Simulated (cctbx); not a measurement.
## Interatomic vectors of Tm2InRu2

Space group P4/mbm (no. 127), a = 7.7340 Å, b = 7.7340 Å, c = 3.4950 Å, α = 90.00°, β = 90.00°, γ = 90.00°, content Tm4 In2 Ru4.

The data are simulated with cctbx, not measured: Mo Kα, λ = 0.71073 Å, to d = 0.77 Å, 80 % of the full sphere, strongest reflection 40000 counts, noise from counting, a 3 % proportional error and a noise floor of 15 counts (s.d.); no absorption.

Patterson synthesis from sharpened amplitudes, origin scaled to 1000:

```text
Patterson group P 4/m m m
      u       v       w   height  length (A)
  0.000   0.000   0.000   1000.0     0.00
  0.151   0.500   0.000    328.9     4.04
  0.176   0.332   0.500    200.7     3.39
  0.194   0.194   0.500    177.9     2.75
  0.041   0.294   0.500    160.1     2.89
  0.450   0.450   0.500    160.0     5.22
  0.346   0.346   0.000    156.2     3.78
  0.500   0.500   0.000    144.4     5.47
  0.123   0.366   0.000    103.5     2.99
  0.000   0.080   0.259     58.9     1.10
  0.249   0.249   0.000     57.1     2.72
  0.061   0.131   0.000     51.4     1.12
  0.273   0.500   0.000     44.1     4.41
  0.000   0.446   0.000     40.3     3.45
```

Q: Assign the vectors.

A peak at u stands for all pairs with xi − xj = u, with weight Σ ZiZj against Σ Z² = 31590 at the origin. Peak heights follow these weights only roughly, since form factors, motion and series ripples differ, all vectors within 0.55 Å of a peak are counted as merged into it though the farther ones add only part of their weight, and F(000) is left out, which lowers the whole map:

| u | v | w | shortest length (Å) | height | 1000 ΣZiZj/ΣZ² | pairs in the cell |
| --- | --- | --- | --- | --- | --- | --- |
| 0.151 | 0.500 | 0.000 | 4.04 | 329 | 301 | 2 × Tm–Tm |
| 0.176 | 0.332 | 0.500 | 3.39 | 201 | 214 | 2 × Tm–In |
| 0.194 | 0.194 | 0.500 | 2.75 | 178 | 192 | 2 × Tm–Ru |
| 0.041 | 0.294 | 0.500 | 2.89 | 160 | 192 | 2 × Tm–Ru |
| 0.450 | 0.450 | 0.500 | 5.22 | 160 | 192 | 2 × Tm–Ru |
| 0.346 | 0.346 | 0.000 | 3.78 | 156 | 151 | 1 × Tm–Tm |
| 0.500 | 0.500 | 0.000 | 5.47 | 144 | 152 | 2 × In–In |
| 0.123 | 0.366 | 0.000 | 2.99 | 104 | 136 | 2 × In–Ru |
| 0.000 | 0.080 | 0.259 | 1.10 | 59 | 0 | none within 0.55 Å |
| 0.249 | 0.249 | 0.000 | 2.72 | 57 | 61 | 1 × Ru–Ru |

The table stops at ten peaks or at a height of 45, below which ripples compete. In the model behind the data Tm, the heaviest element, has 1 independent site: (0.6769, 0.1769, 1/2), up to an allowed shift of origin; the Tm–Tm vectors are differences of these positions and their symmetry mates. The whole model:

| atom | mult. | x | y | z | Ueq (Å²) |
| --- | --- | --- | --- | --- | --- |
| Tm1 | 4 | 0.6769 | 0.1769 | 1/2 | 0.0158 |
| In1 | 2 | 1/2 | 1/2 | 0 | 0.0168 |
| Ru1 | 4 | 0.6285 | 0.8715 | 0 | 0.0204 |

The model was made for the exercise: a known structure type with other elements put in, its volume estimated, not relaxed; displacement parameters are assumed.

[Logs are printed without paths, hosts, clocks, repeated set-up lines and the standing remarks that a program may print on its own settings, such as how far it seeks lower states.]
